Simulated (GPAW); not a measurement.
**Quasiparticle gap of Si2MoN4 (MoSi2N4-type monolayer) in GPAW**

Wanted: ground state, empty states, screening and self-energy for Si2MoN4 (MoSi2N4-type monolayer).

Main program and level: GPAW 26.7.0; LDA and many-body steps on it, plane waves.

### 1. Starting point

The cell holds 7 atoms: 1 Mo, 4 N and 2 Si. Cell: a = 2.909 Å, b = 2.909 Å, c = 17.900 Å, α = 90.0°, β = 90.0°, γ = 120.0°. Vacuum lies along c.

Coordinates:

```cif
data_structure
_symmetry_space_group_name_H-M 'P 1'
_symmetry_Int_Tables_number 1
_cell_length_a 2.9095
_cell_length_b 2.9095
_cell_length_c 17.9000
_cell_angle_alpha 90.000
_cell_angle_beta 90.000
_cell_angle_gamma 120.000
_cell_volume 131.22
loop_
_atom_site_label
_atom_site_type_symbol
_atom_site_fract_x
_atom_site_fract_y
_atom_site_fract_z
_atom_site_occupancy
Mo1 Mo 0.00000 0.00000 0.50000 1
N2 N 0.33333 0.66667 0.57786 1
N3 N 0.33333 0.66667 0.42214 1
Si4 Si 0.33333 0.66667 0.67380 1
Si5 Si 0.33333 0.66667 0.32620 1
N6 N 0.66667 0.33333 0.69377 1
N7 N 0.66667 0.33333 0.30623 1
```

The start is a generated structure, not a measured one.

### 2. Relaxation

This step: GPAW 26.7.0; DFT, LDA, plane waves, PAW.

Gaps follow bond lengths, so the structure is brought to rest first.

run.py

```python
import json
import numpy as np
from gpaw.mpi import world
from ase import Atoms
from ase.constraints import FixSymmetry
from ase.filters import FrechetCellFilter
from ase.optimize import BFGS
from gpaw import GPAW, PW, FermiDirac

atoms = Atoms(['Mo', 'N', 'N', 'Si', 'Si', 'N', 'N'],
    cell=[[2.9094724000, 0.0000000000, 0.0000000000],
      [-1.4547362000, 2.5196770100, 0.0000000000],
      [0.0000000000, 0.0000000000, 17.9000000000]],
    scaled_positions=[[0.0000000000, 0.0000000000, 0.5000000000],
      [0.3333333333, 0.6666666667, 0.5778577430],
      [0.3333333333, 0.6666666667, 0.4221422570],
      [0.3333333333, 0.6666666667, 0.6738018771],
      [0.3333333333, 0.6666666667, 0.3261981229],
      [0.6666666667, 0.3333333333, 0.6937723783],
      [0.6666666667, 0.3333333333, 0.3062276217]],
    pbc=(True, True, False))
atoms.set_constraint(FixSymmetry(atoms))
atoms.calc = GPAW(mode=PW(700),
    xc='LDA',
    kpts={'size': (9, 9, 1), 'gamma': True},
    occupations=FermiDirac(0.02),
    convergence={'density': 1e-5},
    txt='relax.txt')
steps = []
opt = BFGS(FrechetCellFilter(atoms, mask=[1, 1, 0, 0, 0, 1]), logfile='bfgs.log')
opt.attach(lambda: steps.append([atoms.get_potential_energy(), atoms.cell[:], atoms.positions.copy(), atoms.get_forces()]))
converged = opt.run(fmax=0.03, steps=50)
res = {'converged': bool(converged), 'steps': steps, 'cell': atoms.cell[:], 'frac': atoms.get_scaled_positions()}

if world.rank == 0:
    with open('result.json', 'w') as f:
        json.dump(res, f, default=lambda x: x.tolist())
```

Command:

```sh
> mpirun -n 8 gpaw python run.py
```

Numbers of over 12 decimals in the logs are rounded to 6 here.

Output:

```text
Step     Time          Energy          fmax
BFGS:    0       -67.615436        4.301588
BFGS:    1       -68.217484        2.260382
BFGS:    2       -68.611259        0.644778
[...]
BFGS:    9       -68.701873        0.031870
BFGS:   10       -68.702169        0.002870
```

Elapsed: 2 min, on 8 MPI ranks of Intel Xeon Platinum 8375C at 2.90GHz (Ice Lake), shared host; peak memory 2.1 GiB.

Step by step:

```csv
step,energy less that of the first step (eV),largest force (eV/Å)
1,0.0000,4.3016
2,-0.6020,2.2604
3,-0.9958,0.6448
4,-1.0183,0.5555
5,-1.0766,0.5618
6,-1.0808,0.2080
7,-1.0809,0.0478
8,-1.0814,0.0420
9,-1.0853,0.0664
10,-1.0864,0.0319
11,-1.0867,0.0029
```

The atoms that moved most (Å):

```csv
atom,dx,dy,dz,length
N2,0.000,0.000,-0.169,0.169
N3,0.000,0.000,0.169,0.169
Si4,0.000,0.000,-0.151,0.151
Si5,0.000,0.000,0.151,0.151
```

### 3. Ground state

The ground-state density comes first.

run.py

```python
import json
import numpy as np
from gpaw.mpi import world
from ase import Atoms
from gpaw import GPAW, PW, FermiDirac

atoms = Atoms(['Mo', 'N', 'N', 'Si', 'Si', 'N', 'N'],
    cell=[[2.8663392189, 0.0000000000, 0.0000000000],
      [-1.4331696094, 2.4823225794, 0.0000000000],
      [0.0000000000, 0.0000000000, 17.9000000000]],
    scaled_positions=[[0.0000000000, 0.0000000000, 0.5000000000],
      [0.3333333333, 0.6666666667, 0.5684351220],
      [0.3333333333, 0.6666666667, 0.4315648780],
      [0.3333333333, 0.6666666667, 0.6653937866],
      [0.3333333333, 0.6666666667, 0.3346062134],
      [0.6666666667, 0.3333333333, 0.6937060245],
      [0.6666666667, 0.3333333333, 0.3062939755]],
    pbc=(True, True, False))
calc = GPAW(mode=PW(600),
    xc='LDA',
    kpts={'size': (12, 12, 1), 'gamma': True},
    occupations=FermiDirac(0.001),
    nbands=-9,
    convergence={'density': 1e-6, 'bands': -3},
    maxiter=100,
    txt='gs.txt')
atoms.calc = calc
res = {'energy': atoms.get_potential_energy()}
kpts = calc.get_ibz_k_points()
res['kpts'] = kpts
res['eigenvalues'] = [calc.get_eigenvalues(kpt=k) for k in range(len(kpts))]
res['n_electrons'] = calc.get_number_of_electrons()
calc.write('gs.gpw')

if world.rank == 0:
    with open('result.json', 'w') as f:
        json.dump(res, f, default=lambda x: x.tolist())
```

Command:

```sh
> mpirun -n 8 gpaw python run.py
```

Output:

```text
__  _  _
 | _ |_)|_||  |
 |__||  | ||/\| - 26.7.0

Input parameters:
  mode=PW(ecut=600.0),
  convergence={'density': 1e-06, 'bands': -3},
  kpts=MonkhorstPack(size=(12, 12, 1), gamma=True),
  maxiter=100,
  nbands=-9,
  occupations=Occupations(name='fermi-dirac', width=0.001, fixmagmom=False),
  xc=XC(name='LDA')
  [... matrices ...]
Diagonalizing LCAO Hamiltonian
Converting LCAO to pw mode

        Si N

        N

       Mo
        N

        Si
           N

Atoms  # Å, Bohr magnetons
|   | symbol |         x |        y |         z |    initial magnetic moments |
| 0 |     Mo |  0.000000 | 0.000000 |  8.950000 | ( 0.0000,  0.0000,  0.0000) |
| 1 |      N | -0.000000 | 1.654882 | 10.174989 | ( 0.0000,  0.0000,  0.0000) |
| 2 |      N | -0.000000 | 1.654882 |  7.725011 | ( 0.0000,  0.0000,  0.0000) |
| 3 |     Si | -0.000000 | 1.654882 | 11.910549 | ( 0.0000,  0.0000,  0.0000) |
| 4 |     Si | -0.000000 | 1.654882 |  5.989451 | ( 0.0000,  0.0000,  0.0000) |
| 5 |      N |  1.433170 | 0.827441 | 12.417338 | ( 0.0000,  0.0000,  0.0000) |
| 6 |      N |  1.433170 | 0.827441 |  5.482662 | ( 0.0000,  0.0000,  0.0000) |

Unit cell  # Å
| periodic |         x |        y |         z |   lengths |     angles |
|      yes |  2.866339 | 0.000000 |  0.000000 |  2.866339 |  90.000000 |
|      yes | -1.433170 | 2.482323 |  0.000000 |  2.866339 |  90.000000 |
|       no |  0.000000 | 0.000000 | 17.900000 | 17.900000 | 120.000000 |

Number of symmetries: 12
Symmetry operations  # r_c * U_cc + t_c -> r_c
|    | kind |            matrix            |
|  0 |  σ   |  1, 1, 0,  0,-1, 0,  0, 0, 1 |
|  1 |  C2  |  1, 1, 0,  0,-1, 0,  0, 0,-1 |
|  2 |  E   |  1, 0, 0,  0, 1, 0,  0, 0, 1 |
|  3 |  σ   |  1, 0, 0,  0, 1, 0,  0, 0,-1 |
|  4 |  C3  |  0, 1, 0, -1,-1, 0,  0, 0, 1 |
|  5 |  S3  |  0, 1, 0, -1,-1, 0,  0, 0,-1 |
|  6 |  σ   |  0,-1, 0, -1, 0, 0,  0, 0, 1 |
|  7 |  C2  |  0,-1, 0, -1, 0, 0,  0, 0,-1 |
|  8 |  σ   | -1, 0, 0,  1, 1, 0,  0, 0, 1 |
|  9 |  C2  | -1, 0, 0,  1, 1, 0,  0, 0,-1 |
| 10 |  C3  | -1,-1, 0,  1, 0, 0,  0, 0, 1 |
| 11 |  S3  | -1,-1, 0,  1, 0, 0,  0, 0,-1 |

BZ-sampling:
  Number of BZ points: 144
  Number of IBZ points: 19

  Monkhorst-Pack size: [12, 12, 1]
  Monkhorst-Pack shift: [0.041667, 0.041667, 0.0]

K-points  # in reciprocal-cell coordinates
|     |                                coordinates |     weight |
|   0 | ( -0.00000000,  -0.00000000,   0.00000000) | 0.00694444 |
|   1 | (  0.08333333,  -0.00000000,   0.00000000) | 0.04166667 |
|   2 | (  0.16666667,  -0.08333333,   0.00000000) | 0.04166667 |
|   3 | (  0.16666667,  -0.00000000,   0.00000000) | 0.04166667 |
|   4 | (  0.25000000,  -0.08333333,   0.00000000) | 0.08333333 |
|   5 | (  0.25000000,  -0.00000000,   0.00000000) | 0.04166667 |
|   6 | (  0.33333333,  -0.16666667,   0.00000000) | 0.04166667 |
|   7 | (  0.33333333,  -0.08333333,   0.00000000) | 0.08333333 |
|   8 | (  0.33333333,  -0.00000000,   0.00000000) | 0.04166667 |
|   9 | (  0.33333333,   0.33333333,   0.00000000) | 0.01388889 |
| ... |                                            |            |
|  18 | (  0.50000000,   0.50000000,   0.00000000) | 0.02083333 |

Plane wave coefficients: 4288
Cutoff: 600.0 eV

Spin-components: 1 (collinear spins)
Bands:           30
Projectors:      36
Spin-degeneracy: 2
Datatype:        complex128

  Storage: CPU
  Wave functions: 38_842_080 bytes (4_855_260 per core)
  Projectors: 41_431_552 bytes (5_178_944 per core)
  [... matrices ...]
Parallelization:
  kpt:    4
  domain: 2
  band:   1

Density:
  Valence electrons: 42.0
  Components: 1
  Grid points: [ 18  18 105]
  Charge: 0.0  # |e|

Potential:
  Grid points: [ 18  18 105]

species:
  Mo:
    name:    Molybdenum
    Z:       42.0
    valence: 14
    core:    28
    charge:  0.0  # [|e|]
    compensation charges:
      type: gauss
      rc: 0.38  # [Å]
      lmax: 2
    cutoffs:
      filter: 2.16  # [Å]
      core: 1.42  # [Å]
    projectors
    | kind |    occ | energy [eV] | rcut [Å] |
    |   4s |  2.000 |     -64.384 |    1.238 |
    |   5s |  1.000 |      -4.319 |    1.238 |
    |   4p |  6.000 |     -38.595 |    1.296 |
    |   5p |  0.000 |      -1.161 |    1.296 |
    |   4d |  5.000 |      -3.933 |    1.296 |
    |    d |        |      23.278 |    1.296 |

    Using partial waves for Mo as LCAO basis

  N:
    name:    Nitrogen
    Z:       7.0
    valence: 5
    core:    2
    charge:  0.0  # [|e|]
    compensation charges:
      type: gauss
      rc: 0.18  # [Å]
      lmax: 2
    cutoffs:
      filter: 1.11  # [Å]
      core: 0.96  # [Å]
    projectors
    | kind |    occ | energy [eV] | rcut [Å] |
    |   2s |  2.000 |     -18.420 |    0.603 |
    |   2p |  3.000 |      -7.237 |    0.529 |
    |    s |        |       8.791 |    0.603 |
    |    p |        |      19.974 |    0.529 |
    |    d |        |       0.000 |    0.577 |

    Using partial waves for N as LCAO basis

  Si:
    name:    Silicon
    Z:       14.0
    valence: 4
    core:    10
    charge:  0.0  # [|e|]
    compensation charges:
      type: gauss
      rc: 0.33  # [Å]
      lmax: 2
    cutoffs:
      filter: 1.86  # [Å]
      core: 2.06  # [Å]
    projectors
    | kind |    occ | energy [eV] | rcut [Å] |
    |   3s |  2.000 |     -10.878 |    1.058 |
    |   3p |  2.000 |      -4.162 |    1.058 |
    |    s |        |      16.334 |    1.058 |
    |    p |        |      23.049 |    1.058 |
    |    d |        |       0.000 |    1.058 |

    Using partial waves for Si as LCAO basis

Reference energy: -131620.737178  # eV

eigensolver:
  PPCG
  Converge bands: -3
  niter=2

density mixing:
  MSR1-Mixer
  Pratt-step length: 0.05
  Maximum mixing coefficient: 0.75
  Old densities: 10
  SVD Regularization: 0.005
  Good broyden scale: 1.0
  Trust region scale: 1.0
  Backstep threshold: 4.0
  History deletion threshold: 6.0
  Fourier metric: weight=20.0, sigma=0.015

occupation numbers:
  Fermi-Dirac:
    width: 0.0010  # eV

poisson solver:
  ecut: 4800.0  # eV

xc functional:
  name: None

Initialization done in: 3.910 s

convergence criteria:
- Maximum integral of absolute [dens]ity change: 1e-06 electrons / valence electron
- Maximum [total energy] change in last 3 cyles: 0.0005 eV / valence electron
- Maximum integral of absolute [eigenst]ate change: 4e-08 eV^2 / valence electron
maximum number of iterations: 100

SCF iterations
|iter     |     time |      energy | eigst |  dens |
|iter:   1|  |  -77.674297 | +0.74 |       |
|iter:   2|  |  -74.917532 | -0.77 | -0.67 |
|iter:   3|  |  -68.264129 | -0.05 | -0.73 |
|iter:   4|  |  -68.214420 | -1.22 | -1.37 |
|iter:   5|  |  -68.156338 | -1.66 | -1.59 |
|iter:   6|  |  -68.150274 | -2.13 | -1.89 |
|iter:   7|  |  -68.145463c| -2.72 | -2.42 |
|iter:   8|  |  -68.145532c| -4.13 | -3.00 |
|iter:   9|  |  -68.145539c| -5.21 | -3.42 |
|iter:  10|  |  -68.145539c| -5.81 | -4.21 |
|iter:  11|  |  -68.145539c| -6.50 | -4.69 |
|iter:  12|  |  -68.145539c| -6.96 | -5.33 |
|iter:  13|  |  -68.145539c| -7.39 | -6.10c|
|iter:  14|  |  -68.145539c| -7.74c| -6.60c|

Converged in 14 steps
SCF loop duration: 16.710 s (1.194 s/step)
Energy contributions relative to reference atoms: (reference = -131620.737178)
  [... matrices ...]
Energy contributions:
  Kinetic:          44.434248
  Coulomb:         -43.402558
  Zero:             -0.515237
  External:          0.000000
  Xc:              -68.661992
  Entropy:          -0.000000
  Spinorbit:         0.000000
  ----------------------------
  Free energy:     -68.145539
  Extrapolated:    -68.145539

dipole moment: (-10.173747, -6.593167, -0.000017)  # |e|*Ang

Fermi level: 3.924
Eigenvalues  # (at kpt = [-0.000, -0.000, 0.000])
| band index |      eig [eV] | occ [0-2] |
|          0 |       -58.581 |     2.000 |
|        ... |               |           |
|         13 |        -1.198 |     2.000 |
|         14 |        -1.198 |     2.000 |
|         15 |        -1.086 |     2.000 |
|         16 |        -1.086 |     2.000 |
|         17 |         0.003 |     2.000 |
|         18 |         0.003 |     2.000 |
|         19 |         0.272 |     2.000 |
|         20 |         2.724 |     2.000 |
|         21 |         5.601 |     0.000 |
[...]
|         25 |         6.997 |     0.000 |
|         26 |         7.188 |     0.000 |
|         27 |         8.022 |     0.000 |
|         28 |         8.495 |     0.000 |
|         29 |         8.741 |     0.000 |

Gap: 1.756 eV
Transition (v -> c):
  (s=0, k=0, n=20, [-0.00, -0.00, 0.00]) -> (s=0, k=9, n=21, [0.33, 0.33, 0.00])
Direct/indirect transitions are different
Direct gap: 2.161 eV
Transition at: (s=0, k=9, n=20, [0.33, 0.33, 0.00])
vacuum-level: 8.309  # V
# Writing to gs.gpw (mode='')
  [... matrices ...]
```

It took 24 s on 8 MPI ranks; peak memory 1.5 GiB; 3.2 min of CPU time.

This step gave:

```
total energy               : -68.1455 eV
gap                        : 1.756 eV
k of the valence top       : 0, 0, 0
k of the conduction bottom : 0.3333, 0.3333, 0
least direct gap           : 2.161 eV
```

The gap is indirect, with the least direct gap 0.40 eV higher.

### 4. Empty states on the mesh, 9×9×1 mesh, 216 bands

The sums over transitions need many empty states on a uniform mesh; this step solves for them.

run.py

```python
import json
import numpy as np
from gpaw.mpi import world
from gpaw import GPAW

calc = GPAW('gs.gpw').fixed_density(kpts={'size': (9, 9, 1), 'gamma': True},
    nbands=252,
    convergence={'bands': 216},
    txt='nscf.txt')
calc.write('full.gpw', mode='all')
res = {}
kpts = calc.get_ibz_k_points()
res['kpts'] = kpts
res['eigenvalues'] = [calc.get_eigenvalues(kpt=k) for k in range(len(kpts))]
res['n_electrons'] = calc.get_number_of_electrons()

if world.rank == 0:
    with open('result.json', 'w') as f:
        json.dump(res, f, default=lambda x: x.tolist())
```

Command:

```sh
> mpirun -n 8 gpaw python run.py
```

Output:

```text
Diagonalizing LCAO Hamiltonian
Converting LCAO to pw mode
convergence criteria:
- Maximum integral of absolute [eigenst]ate change: 4e-08 eV^2 / valence electron
maximum number of iterations: 100

SCF iterations
|iter     |     time |      energy | eigst |  dens |
|iter:   1|  |             | +4.32 |       |
|iter:   2|  |             | +3.13 |       |
|iter:   3|  |             | +2.01 |       |
[...]
|iter:  14|  |             | -6.70 |       |
|iter:  15|  |             | -7.21 |       |
|iter:  16|  |             | -7.56c|       |
SCF steps: 16
  __  _  _
 | _ |_)|_||  |
 |__||  | ||/\| - 26.7.0

Input parameters:
  mode=PW(ecut=600.0),
  convergence={'bands': 216},
  gpts=array([ 18,  18, 105]),
  kpts=MonkhorstPack(size=(9, 9, 1), gamma=True),
  maxiter=100,
  nbands=252,
  occupations=Occupations(name='fermi-dirac', width=0.001, fixmagmom=False),
  parallel={},
  xc=XC(name='LDA')
# Writing to full.gpw (mode='all')
  [... matrices ...]

timing:  # [seconds]
  Total: 0.423  # ━━━━━━━━━━━━━━━━━━━━━━━━━━━━━━━━━━━━━━━━━━━━━━━━━━━━━━━━━━━
```

It took 2.2 min on 8 MPI ranks; peak memory 1.9 GiB; 17 min of CPU time.

Numbers from this step:

```yaml
gap: 1.756 eV
k_of_the_valence_top: 0, 0, 0
k_of_the_conduction_bottom: 0.3333, 0.3333, 0
least_direct_gap: 2.161 eV
k_points_computed: 12
lowest_point_of_the_top_converged_band_above_the_valence_top: 69.9049 eV
```

On this mesh the gap is 1.756 eV.

(Continued in part 2 of 2.)

[Paths, hosts, dates, memory and timing lines, banners, echoed tables and standing remarks are left out of the program output.]

[Logs are printed without paths, hosts, clocks, repeated set-up lines and the standing remarks that a program may print on its own settings, such as how far it seeks lower states.]

[Runs of the session that timed out or met a known fault of the program may be left out.]

[Hosts, paths, dates, database ids (printed as entryN), source tags and the programs' standing remarks are cut or masked in the printed files.]
